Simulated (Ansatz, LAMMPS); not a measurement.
**Structural relaxation of free surface of ionic liquid Pyr13+ acetate, from a frame at 300 K (136 atoms)**

How does free surface of ionic liquid Pyr13+ acetate, from a frame at 300 K (136 atoms) relax, and what do bonds, charges and levels look like afterwards?

Calculated with Ansatz 0.2.0; Kohn-Sham DFT, PBE+D4, PAW (set soft_2), plane waves.

Most raw output is cut from this account.

## Step 1: The structure

The cell holds 136 atoms: 40 C, 4 N, 84 H and 8 O. Cell: a = 10.527 Å, b = 10.527 Å, c = 23.147 Å, α = 90.0°, β = 90.0°, γ = 90.0°. 4 Pyr13+, 4 acetate placed at random, at 1.01 g/cm³, as a film with 12 Å of vacuum; overlaps pushed apart, then 10 ps at 340 K with MMFF94 bonds, angles, torsions, charges and radii (Halgren, J. Comput. Chem. 17, 490 (1996)) in harmonic and 12-6 forms; charges of ions scaled by 0.8. Snapshot after 30 ps at 300 K and fixed volume. Vacuum lies along c.

Limits known from the start: The network of contacts between molecules at the start is that of the classical potential that made the cell. Only the Γ point is sampled, in a cell whose shortest periodic width is 11 Å.

## Step 2: The classical run that made the cell

A classical potential supplies the starting structure, since it reaches far longer times than DFT.

This step: classical MD, MMFF94 bonds, angles, torsions, charges and radii (Halgren, J. Comput. Chem. 17, 490 (1996)) in harmonic and 12-6 forms; charges of ions scaled by 0.8 (LAMMPS 22 Jul 2025 - Update 4).

in.lmp reads:

```
# free surface of ionic liquid Pyr13+ acetate
units real
atom_style full
boundary p p p
bond_style harmonic
angle_style harmonic
dihedral_style opls
improper_style harmonic
special_bonds lj 0 0 0.5 coul 0 0 0.75
read_data data.lmp
neigh_modify delay 0 every 1 check yes one 4000
comm_modify cutoff 12.0
timestep 0.5
thermo_style custom step time temp pe press density
thermo_modify norm yes
# push overlapping molecules apart
pair_style soft 2.6
pair_coeff * * 0.0
variable a equal ramp(1,60)
fix ad all adapt 1 pair soft a * * v_a
velocity all create 340 536888 mom yes dist gaussian
fix lim all nve/limit 0.03
fix lan all langevin 340 340 50 536889 zero yes
thermo 1000
run 3000 post no
unfix ad
pair_style lj/cut/coul/long 9.0
pair_modify mix arithmetic
pair_coeff 1 1 0.0678 3.3680   # C
pair_coeff 2 2 0.0721 3.3270   # N
pair_coeff 3 3 0.0216 2.5400   # H
pair_coeff 4 4 0.0678 3.4070   # C
pair_coeff 5 5 0.0763 3.0960   # O
kspace_style pppm 1.0e-4
# [... 17 lines left out ...]
compute msd all msd com yes
thermo 7500
fix md all nvt temp 300 300 100
run 30000 post no
print "== T300: mean square displacement over the hold $(c_msd[4]:%.2f) A^2"
unfix md
uncompute msd
write_dump all custom T300.dump id type xs ys zs modify sort id
```

The run is started by

```console
$ lmp -in in.lmp -log none -nocite
```

Elapsed: 22 s, on 1 thread of Arm Neoverse V1, shared host; peak memory 0.12 GiB.

The input also reads data.lmp (atoms, bonds and types; not printed here).

## Step 3: Single point at the start

The forces at the start show how far the geometry lies from a minimum of this functional.

input.yaml reads:

```yaml
crystal:
  lattice:
    - [10.52695, 0.0, 0.0]
    - [0.0, 10.52695, 0.0]
    - [0.0, 0.0, 23.14739]
  atoms:
    - { symbol: C, position: [0.91846, 0.833, 0.73428] }
    - { symbol: C, position: [0.84038, 0.82213, 0.67756] }
    - { symbol: C, position: [0.9288, 0.83907, 0.62794] }
    - { symbol: "N", position: [0.85465, 0.83992, 0.57229] }
    - { symbol: C, position: [0.94734, 0.85036, 0.52414] }
    - { symbol: C, position: [0.75265, 0.94292, 0.56933] }
    - { symbol: C, position: [0.62719, 0.88847, 0.58511] }
    - { symbol: C, position: [0.64492, 0.76619, 0.54676] }
    - { symbol: C, position: [0.77533, 0.7232, 0.56012] }
    - { symbol: H, position: [0.00241, 0.77113, 0.73711] }
    - { symbol: H, position: [0.9653, 0.92573, 0.73894] }
    - { symbol: H, position: [0.86436, 0.80882, 0.77051] }
    - { symbol: H, position: [0.78013, 0.90464, 0.68192] }
    - { symbol: H, position: [0.78611, 0.7373, 0.68102] }
    - { symbol: H, position: [0.9942, 0.75686, 0.62751] }
    - { symbol: H, position: [0.98614, 0.92837, 0.63144] }
    - { symbol: H, position: [0.90114, 0.86703, 0.48372] }
    - { symbol: H, position: [0.02221, 0.92575, 0.53383] }
    - { symbol: H, position: [0.00918, 0.76374, 0.52305] }
    - { symbol: H, position: [0.75782, 0.99172, 0.52694] }
    - { symbol: H, position: [0.77648, 0.01814, 0.60025] }
    - { symbol: H, position: [0.54021, 0.94656, 0.57389] }
    - { symbol: H, position: [0.62416, 0.85876, 0.63131] }
    - { symbol: H, position: [0.63581, 0.78386, 0.49876] }
    - { symbol: H, position: [0.57152, 0.69395, 0.55911] }
    - { symbol: H, position: [0.81971, 0.67846, 0.52072] }
    - { symbol: H, position: [0.78412, 0.6483, 0.59312] }
    - { symbol: C, position: [0.08829, 0.37522, 0.40236] }
    - { symbol: C, position: [0.006, 0.2622, 0.38678] }
    - { symbol: C, position: [0.88429, 0.30929, 0.35942] }
    - { symbol: "N", position: [0.78828, 0.20415, 0.35208] }
    - { symbol: C, position: [0.74314, 0.13763, 0.40683] }
    [... 98 atom lines left out ...]
    - { symbol: C, position: [0.3263, 0.34328, 0.30092] }
    - { symbol: O, position: [0.40457, 0.42076, 0.3208] }
    - { symbol: O, position: [0.29665, 0.23677, 0.32306] }
    - { symbol: H, position: [0.26231, 0.35167, 0.2129] }
    - { symbol: H, position: [0.25596, 0.49568, 0.24999] }
    - { symbol: H, position: [0.13894, 0.38534, 0.2658] }
kpoints:
  mp_grid: { grid: [1, 1, 1] }
hamiltonian:
  xc: pbe
  dispersion: d4
scf:
  occupations: { method: fixed }
output:
  forces: true
  populations: intrinsic
  dos:
    method: { smearing: { sigma: 0.08 } }
    de: 0.1
    projected: { site_lists: { C: [C], H: [H], "N": ["N"], O: [O] } }
  eigenvalues: true
```

The run is started by

```console
$ ansatz run input.yaml --threads 4 --pin off --max-ram 8192MiB --backend cpu --events-out ev --progress --plain --runs-dir out
```

Wall time 30 s (4 threads of Arm Neoverse V1, shared host); peak memory 2.5 GiB.

Numbers from this run:

```
free energy                                      : -17459.2097 eV
free energy per atom                             : -128.3765 eV/atom
SCF cycles                                       : 10
r.m.s. force component                           : 0.8112 eV/Å
longest force                                    : 3.234 eV/Å
Fermi energy                                     : -1.656 eV
gap (highest filled to lowest empty level) : 2.926 eV
```

The r.m.s. force component of 0.81 eV/Å sets the starting point.

Neighbours are counted within 1.34 Å (H-C), 1.85 Å (C-C), 1.68 Å (C-O), 1.79 Å (C-N).

Length of the force by element and coordination:

```
element  coordination  atoms  mean length of the force (eV/Å)  spread   least  most
      C           all     40                             1.79   0.813  0.0901  3.23
      C             3      4                             1.49   0.684   0.812  2.29
      C             4     36                             1.82   0.819  0.0901  3.23
      H           all     84                            0.884   0.407  0.0732  2.26
      N           all      4                             1.77   0.793   0.917  2.90
      O           all      8                             1.38   0.696   0.362  2.45
```

## Step 4: Relaxation

With the cell held, the atoms are moved downhill towards a nearby minimum.

input.yaml, the sections that differ from step 3:

```yaml
output:
  forces: true
relax:
  f_tol: 0.05
  max_steps: 200
# crystal, kpoints, hamiltonian, scf: as in step 3
```

Wall time 14 min (4 threads); peak memory 2.3 GiB; 53 min of CPU time.

Step by step (22 of 72):

```
step  energy less that of the first step (eV)  largest force component (eV/Å)
   1                                   0.0000                          2.9090
   4                                  -4.7816                          1.1557
   8                                  -5.1929                          0.7126
  11                                  -5.3454                          0.9142
  15                                  -5.5571                          0.7044
  18                                  -5.6411                          0.3660
  21                                  -5.6980                          0.1777
  25                                  -5.7902                          0.3175
  28                                  -5.8714                          0.3813
  31                                  -5.9051                          1.0715
  35                                  -5.9897                          0.7121
  38                                  -6.0210                          0.1189
  42                                  -6.0825                          0.2267
  45                                  -6.0805                          0.5850
  48                                  -6.1091                          0.4946
  52                                  -6.1465                          0.1704
  55                                  -6.1703                          0.1196
  58                                  -6.1839                          0.0553
  62                                  -6.2005                          0.0873
  65                                  -6.2087                          0.0552
  69                                  -6.2150                          0.1957
  72                                  -6.2177                          0.0362
```

Relaxation steps 31, 37, 43, 45, 48, 56, 60, 67 were tried and not accepted.

The atoms that moved most (Å):

```
atom      dx      dy      dz  length
 H22   0.861  -2.032  -2.412   3.269
H127   2.055   1.303  -2.044   3.178
 H25   2.312  -1.228  -1.217   2.887
 H66  -0.385  -2.322  -1.556   2.821
 H24   2.189  -0.953  -1.018   2.595
 H11  -2.279   0.898  -0.683   2.543
 H64   0.636  -2.356  -0.483   2.487
O126   1.823   1.012   1.273   2.443
```

The relaxation changed the energy by -45.7 meV/atom, and atoms moved by 1.5 Å r.m.s., 3.3 Å at most.

## Step 5: Distances and neighbours after relaxation

Bonds before and after, by the cutoffs listed below:

```
pair  bonds before  bonds after  mean before (Å)  mean after (Å)  spread before (Å)  spread after (Å)
 H-C            84           84            1.101           1.098              0.028             0.002
 C-C            24           24            1.515           1.527              0.029             0.009
 C-O             8            8            1.253           1.268              0.011             0.003
 C-N            16           16            1.505           1.521              0.036             0.017
```

Normalised to the volume that the atoms fill. g(r), total and by pair (bins of 0.2 Å):

```
r (Å)  total   H-H    H-C   H-O    H-N   C-C   C-O
 1.00   4.42  0.00  12.20  0.00   0.00  0.00  0.00
 1.20   0.89  0.00   1.50  0.00   0.00  0.00  9.85
 1.40   0.10  0.00   0.00  0.00   0.00  0.00  0.00
 1.60   1.10  0.00   0.00  0.00   0.00  8.25  0.00
 1.80   1.30  3.42   0.00  0.00   0.00  0.00  0.00
 2.00   0.14  0.08   0.00  0.00   3.10  0.00  0.00
 2.20   2.30  0.73   3.85  1.76  12.10  0.00  0.00
 2.40   1.46  1.80   0.41  1.48   0.00  3.75  2.78
 2.60   1.31  1.67   1.07  2.12   0.00  1.00  0.00
 2.80   1.30  1.19   1.57  2.31   3.08  0.00  0.00
 3.00   0.96  1.27   0.79  1.80   0.64  0.44  0.00
 3.20   0.95  0.78   1.16  1.48   0.00  0.41  2.49
 3.40   1.23  0.75   1.80  1.09   1.34  0.68  2.75
 3.60   0.95  1.14   0.82  0.73   0.58  0.73  2.33
 3.80   1.01  1.16   0.65  1.52   0.00  1.43  1.80
 4.00   0.93  0.86   0.96  1.36   0.23  1.00  1.25
 4.20   1.04  1.07   0.97  1.18   1.41  1.04  1.13
 4.40   1.09  1.15   1.00  1.08   1.09  1.32  0.81
 4.60   1.02  1.03   0.95  1.27   1.07  1.07  0.86
 4.80   1.01  1.02   1.04  1.12   1.25  0.86  0.79
 5.00   1.10  0.94   1.15  1.03   1.07  1.34  1.59
 5.20   1.06  0.99   1.07  1.24   1.05  1.06  1.55
 5.40   1.10  1.08   1.07  1.30   1.23  1.05  1.09
 5.60   0.97  0.81   0.99  1.39   0.79  1.02  1.58
 5.80   0.99  0.97   0.91  1.04   1.24  1.15  0.66
 6.00   1.01  0.98   1.03  1.13   0.90  0.94  1.21
 6.20   1.02  0.95   1.04  1.01   1.14  1.00  1.09
 6.40   0.96  0.98   0.98  0.67   1.20  1.00  0.77
```

Bonds by pair of elements; cutoffs follow the first minimum of g(r), held within bounds set by covalent radii, and pairs that aren't listed don't count as bonded:

```
pair A-B  cutoff (Å)  bonds  mean length (Å)  spread (Å)  shortest (Å)  B about A  A about B
     H-C        1.34     84             1.10       0.002          1.09          1        2.1
     C-C        1.85     24             1.53       0.009          1.51        1.2        1.2
     C-O        1.68      8             1.27       0.003          1.26        0.2          1
     C-N        1.79     16             1.52       0.017          1.50        0.4          4
```

How many atoms have how many bonded neighbours:

```
element  mean   1  3   4
      C   3.9   0  4  36
      H     1  84  0   0
      N     4   0  0   4
      O     1   8  0   0
```

Bond angles (no mean is given where the spread exceeds 20°):

```
angle  count  mean (°)  spread (°)
C-C-H     96       111         1.6
H-C-H     60       109         1.5
H-C-N     36       108         1.4
C-N-C     24       110         2.2
C-C-C     12       105         3.2
```

Bond length by coordination (bonds to H left out):

```
element  coordination  atoms  mean bond length (Å)
      C             3      4                  1.36
      C             4     36                  1.52
```

Counting bonds as in the table, 90 % of C atoms have 4, all H atoms have 1, all N atoms have 4 and all O atoms have 1 bonded neighbour. The C-C-H angle averages 111° with a spread of 1.6°.

[end of part 1 of 2]

[Logs are printed without paths, hosts, clocks, repeated set-up lines and the standing remarks that a program may print on its own settings, such as how far it seeks lower states.]

[Hosts, paths, dates, database ids (printed as entryN), source tags and the programs' standing remarks are cut or masked in the printed files.]

[The MMFF94 radii named for the starting cell were scaled by 0.96; in molecules described by MMFF94, hydrogen bound to N, O or S took a small fixed 12-6 site in their place.]
